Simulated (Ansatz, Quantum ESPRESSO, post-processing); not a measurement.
# Ni(100), 7 layers: vacuum level and surface dipole, part 2 of 2

How much energy does it take to lift an electron out of Ni(100), 7 layers, and how far do the settings matter?

Quantum ESPRESSO 7.5; plane-wave DFT, PBE, GBRV ultrasoft pseudopotentials; cross-check by Ansatz 0.2.0 with PAW datasets.

So far. Step 8 (Ground state: open boundaries by the effective …): The upper level is 4.900 eV against 4.902 eV from the periodic run. Step 10 (Electrostatic potential): The upper face goes from 4.902 eV (PBE, GBRV) to 5.012 eV, a change of +0.110 eV.

## Step 12: Electrostatic potential

sg15-pbe.pot.in

```
&inputpp
  prefix = 'sg15-pbe'
  outdir = './out'
  filplot = 'sg15-pbe.pot.dat'
  plot_num = 11
/
```

Command:

```
> OMP_NUM_THREADS=1 mpirun -n 4 pp.x -in sg15-pbe.pot.in > sg15-pbe.pot.out
```

Wall time 0.73 s (4 MPI ranks of Arm Neoverse V1, shared host); peak memory 0.11 GiB.

This step gave:

```
work function of the upper face                                       : 4.886 eV
slope of the potential above                                          : 1.94e-4 eV/Å
upper vacuum line continued to the top atoms, over the Fermi level    : 4.885 eV
work function of the lower face                                       : 4.886 eV
slope of the potential below                                          : -1.37e-4 eV/Å
lower vacuum line continued to the bottom atoms, over the Fermi level : 4.885 eV
```

The upper face goes from 4.902 eV (PBE, GBRV) to 4.886 eV, a change of -0.016 eV, a small one, from the pseudopotentials and their cutoffs.

## Step 13: SCF with pw.x: LDA, GBRV ultrasoft

Level of this step: plane-wave DFT, LDA, GBRV ultrasoft pseudopotentials (Quantum ESPRESSO 7.5).

gbrv-lda.in

```
&control
  prefix = 'gbrv-lda'
  outdir = './out'
  pseudo_dir = './pseudo'
  calculation = 'scf'
  tprnfor = .true.
/
&system
  ibrav = 0
  nat = 7
  ntyp = 1
  ecutwfc = 40
  ecutrho = 200
  occupations = 'smearing'
  smearing = 'mv'
  degauss = 0.02
  nspin = 2
  starting_magnetization(1) = 0.12
/
&electrons
  conv_thr = 1e-07
  mixing_beta = 0.4
  electron_maxstep = 120
  mixing_mode = 'local-TF'
/
ATOMIC_SPECIES
  Ni  58.6934  ni_lda_v1.4.uspp.F.UPF
CELL_PARAMETERS angstrom
  2.48901586977665 0.00000000000000 0.00000000000000
  0.00000000000000 2.48901586977665 0.00000000000000
  0.00000000000000 0.00000000000000 26.56000000000000
ATOMIC_POSITIONS crystal
  Ni  0.000000000000 0.000000000000 0.303397160800
  Ni  0.500000000000 0.500000000000 0.367017797000
  Ni  0.000000000000 0.000000000000 0.433734939800
  Ni  0.500000000000 0.500000000000 0.500000000000
  Ni  0.000000000000 0.000000000000 0.566265060200
  Ni  0.500000000000 0.500000000000 0.632982203000
  Ni  0.000000000000 0.000000000000 0.696602839200
K_POINTS automatic
  12 12 1 0 0 0
```

Command:

```
> OMP_NUM_THREADS=1 mpirun -n 4 pw.x -nk 4 -in gbrv-lda.in > gbrv-lda.out
```

Wall time 4.1 min (4 MPI ranks); peak memory 0.83 GiB.

Numbers from this step:

```
free energy            : -32683.5788 eV
Fermi energy           : 5.299 eV
magnetization          : 4.88 μB
absolute magnetization : 5.44 μB
site moments           : 0.7938, 0.7193, 0.7063, 0.6912, 0.7063, 0.7193, 0.7938 μB
```

## Step 14: Electrostatic potential

gbrv-lda.pot.in

```
&inputpp
  prefix = 'gbrv-lda'
  outdir = './out'
  filplot = 'gbrv-lda.pot.dat'
  plot_num = 11
/
```

Command:

```
> OMP_NUM_THREADS=1 mpirun -n 4 pp.x -in gbrv-lda.pot.in > gbrv-lda.pot.out
```

Run time: 0.85 s. Hardware: 4 MPI ranks; peak memory 0.11 GiB.

This step gave:

```
work function of the upper face                                       : 5.262 eV
slope of the potential above                                          : 3.25e-4 eV/Å
upper vacuum line continued to the top atoms, over the Fermi level    : 5.260 eV
work function of the lower face                                       : 5.262 eV
slope of the potential below                                          : -2.21e-4 eV/Å
lower vacuum line continued to the bottom atoms, over the Fermi level : 5.261 eV
```

The upper face goes from 4.902 eV (PBE, GBRV) to 5.262 eV, a change of +0.360 eV.

## Step 15: The same in Ansatz

As a check, the same structure is run in Ansatz.

Level of this step: plane-wave DFT, PBE, Ansatz PAW (Ansatz 0.2.0).

input.yaml

```yaml
crystal:
  lattice:
    - [2.4890158698, 0.0, 0.0]
    - [0.0, 2.4890158698, 0.0]
    - [0.0, 0.0, 26.56]
  atoms:
    - { symbol: Ni, position: [0.0, 0.0, 0.3033971608], spin: 0.7 }
    - { symbol: Ni, position: [0.5, 0.5, 0.367017797], spin: 0.7 }
    - { symbol: Ni, position: [0.0, 0.0, 0.4337349398], spin: 0.7 }
    - { symbol: Ni, position: [0.5, 0.5, 0.5], spin: 0.7 }
    - { symbol: Ni, position: [0.0, 0.0, 0.5662650602], spin: 0.7 }
    - { symbol: Ni, position: [0.5, 0.5, 0.632982203], spin: 0.7 }
    - { symbol: Ni, position: [0.0, 0.0, 0.6966028392], spin: 0.7 }
magnetization:
  spin_polarized: true
kpoints:
  mp_grid: { grid: [12, 12, 1] }
hamiltonian:
  xc: pbe
scf:
  occupations: { method: fermi_dirac, width: 0.1 }
  convergence: { dr2_threshold: 1.0e-08 }
efield:
  axis: 3
  dipole_correction: true
  ramp_position: 0.97
  ramp_width: 0.04
output:
  write_potential: true
  write_density: true
  volumetric_format: npy
```

Command:

```
> ansatz run input.yaml --threads 4 --pin off --max-ram 16384MiB --backend cpu --events-out ev --progress --plain --runs-dir out
```

Run time: 57 s. Hardware: 4 threads; peak memory 1.1 GiB; 3.6 min of CPU time.

This step gave:

| Quantity | Value |
| --- | --- |
| free energy | -40876.5009 eV |
| energy at zero smearing | -40876.3047 eV |
| smearing term TS | 0.3924 eV |
| Fermi energy | 5.835 eV |
| magnetization | 4.660 μB |
| absolute magnetization | 5.296 μB |
| site moments | 0.7633, 0.6922, 0.6805, 0.6612, 0.6805, 0.6922, 0.7633 μB |
| symmetry operations | 8 |
| work function of the upper face | 4.905 eV |
| work function of the lower face | 4.905 eV |
| dipole along the normal | 5.83e-6 e·Å |

The potential energy (planar mean) oscillates, so the rows of the table below give means over windows of 1.77 Å about each position, cut where the curve ends. Its maxima inside the range that stand out by 2 % of the span (Å: eV): 8.9: -3.51, 10.6: -2.35, 12.4: -2.48, 14.2: -2.48, 15.9: -2.35, 17.7: -3.51. Its minima: 8.1: -17.2, 9.7: -17.5, 11.5: -17.4, 13.3: -17.5, 15.1: -17.4, 16.8: -17.5, 18.4: -17.2.

Electrostatic potential energy of an electron, with the sawtooth; zero at the Fermi level. Table of potential energy by z; means over each step:

```tsv
z (Å)	planar mean (eV)	running mean (eV)
0.89	4.90	4.90
2.66	4.90	4.90
4.43	4.90	4.89
6.20	4.18	3.29
7.97	-9.73	-8.63
9.74	-10.5	-10.6
11.51	-10.3	-10.3
13.28	-10.3	-10.4
15.05	-10.3	-10.3
16.82	-10.5	-10.6
18.59	-9.76	-8.67
20.36	4.16	3.25
22.13	4.90	4.89
23.90	4.90	4.90
25.67	4.90	4.90
```

Mean over planes. Valence density against z:

```tsv
z (Å)	density (e/Å³)	rho spin (e/Å³)
4.0	4.7e-5	-7.0e-6
4.5	1.7e-4	-2.0e-5
5.0	5.8e-4	-5.7e-5
5.5	0.00211	-1.7e-4
6.0	0.00757	-4.5e-4
6.5	0.0268	-9.7e-4
7.0	0.101	6.2e-6
7.5	0.649	0.0232
8.0	3.75	0.174
8.5	1.23	0.0427
9.0	0.435	-0.00206
9.5	2.53	0.106
10.0	2.49	0.105
10.5	0.409	-0.00111
11.0	0.871	0.0236
11.5	3.93	0.159
12.0	1.02	0.0313
12.5	0.400	-0.00188
13.0	2.26	0.0886
13.5	2.76	0.110
14.0	0.441	2.6e-4
14.5	0.800	0.0199
15.0	3.79	0.154
15.5	1.07	0.0340
16.0	0.384	-0.00261
16.5	2.03	0.0848
17.0	3.04	0.127
17.5	0.511	0.00224
18.0	0.913	0.0254
18.5	3.81	0.177
19.0	0.880	0.0337
19.5	0.118	5.6e-4
20.0	0.0317	-0.00102
20.5	0.00875	-5.0e-4
21.0	0.00245	-1.9e-4
21.5	6.8e-4	-6.6e-5
22.0	2.0e-4	-2.4e-5
22.5	5.3e-5	-7.2e-6
```

Site moment by atom:

```tsv
atom	site moment (μB)
Ni1	0.763
Ni2	0.692
Ni3	0.680
Ni4	0.661
Ni5	0.680
Ni6	0.692
Ni7	0.763
```

Ansatz gives 4.905 eV against 4.902 eV.

## Step 16: All levels side by side

All levels:

```tsv
level	upper face (eV)	lower face (eV)	dipole (e Å)	CPU time (s)
QE PBE GBRV, periodic	4.902	4.902	-	1066
QE PBE GBRV, ESM bc1	4.9	4.9	-	1463
QE PBEsol PseudoDojo norm-conserving, periodic	5.012	5.012	-	2268
QE PBE SG15 norm-conserving, periodic	4.886	4.886	-	1437
QE LDA GBRV ultrasoft, periodic	5.262	5.262	-	980.4
Ansatz PBE PAW, sawtooth	4.905	4.905	5.83e-6	217.7
```

The times are CPU seconds on a shared host; the codes use unlike cutoffs, datasets and smearings, so their times compare unlike work.

## Step 17: Ground state

Level of this step: plane-wave DFT, PBE, GBRV ultrasoft pseudopotentials (Quantum ESPRESSO 7.5).

scf.w0.in, as its differences from the input of step 13:

```diff
@@ -1,3 +1,3 @@
 &control
-  prefix = 'gbrv-lda'
+  prefix = 'scf.w0'
   outdir = './out'
@@ -24,5 +24,6 @@
   mixing_mode = 'local-TF'
+  diagonalization = 'ppcg'
 /
 ATOMIC_SPECIES
-  Ni  58.6934  ni_lda_v1.4.uspp.F.UPF
+  Ni  58.6934  ni_pbe_v1.4.uspp.F.UPF
 CELL_PARAMETERS angstrom
```

Command:

```
> OMP_NUM_THREADS=1 mpirun -n 4 pw.x -nk 4 -in scf.w0.in > scf.w0.out
```

Wall time 0.48 s (4 MPI ranks); peak memory 0.11 GiB.

The input was rejected at the start.

The fault put into the input: an eigensolver that this release has dropped (electrons.diagonalization = "ppcg").

The message: “iosys (1): PPCG diagonalization not supported anymore (Dec. 2024)”. This release no longer has that solver; david, paro or rmm-davidson serve.

## Step 18: A check by hand

In the first self-consistent run, on its own zero, the Fermi level is 5.707 eV and the upper vacuum level 10.609 eV: φ = 10.609 − (5.707) = 4.902 eV.

## Step 19: Outcome

```
work function of the upper face, PBE, GBRV : 4.90 eV
work function of the lower face, PBE, GBRV : 4.90 eV
upper face by ESM                          : 4.90 eV
upper face by Ansatz                       : 4.90 eV
```

**Reading.** At the first level (PBE, GBRV ultrasoft) the work function comes to 4.90 eV on both faces. ESM differs from the periodic treatment by -2 meV on the upper face and -2 meV on the lower. Over the levels tried the upper face spans 4.89 eV (QE PBE SG15 norm-conserving, periodic) to 5.26 eV (QE LDA GBRV ultrasoft, periodic). Quantum ESPRESSO and Ansatz give 4.90 and 4.90 eV for the upper face, which agree. Ansatz ran with Fermi-Dirac smearing of 0.1 eV against cold smearing of 0.02 Ry, which alone can move a level by some tens of meV. With 12×12 points and so few layers the values hold to some 0.05 to 0.1 eV. The slab is cut at a tabulated measured bulk lattice constant, given to two decimals.

Comparison with the measured values:

```
                             quantity  measured      QE PBE GBRV  QE PBE GBRV, ESM bc1  QE PBEsol PseudoDojo      QE PBE SG15      QE LDA GBRV   Ansatz PBE PAW
work function (clean (100) face) (eV)      5.17  4.90 (-0.27 eV)       4.90 (-0.27 eV)       5.01 (-0.16 eV)  4.89 (-0.28 eV)  5.26 (+0.09 eV)  4.90 (-0.27 eV)
```

Measured values from arxiv:1902.07811 (2019).

Verdict: For the work function, of the levels listed nearest comes QE LDA GBRV (+0.09 eV, good agreement) and farthest QE PBE SG15 (-0.28 eV, fair agreement). The grades are ours: good and fair within 3 and 7 % for the work function. Other measurements of the same face can differ from the value quoted by 0.1 to 0.2 eV.

[Logs are printed without paths, hosts, clocks, repeated set-up lines and the standing remarks that a program may print on its own settings, such as how far it seeks lower states.]

[Hosts, paths, dates, database ids (printed as entryN), source tags and the programs' standing remarks are cut or masked in the printed files.]

[Maps of the electrostatic potential energy from Ansatz leave out the sawtooth potential of an applied field or a dipole correction, so their vacuum need not be flat; planar profiles and work functions include it.]
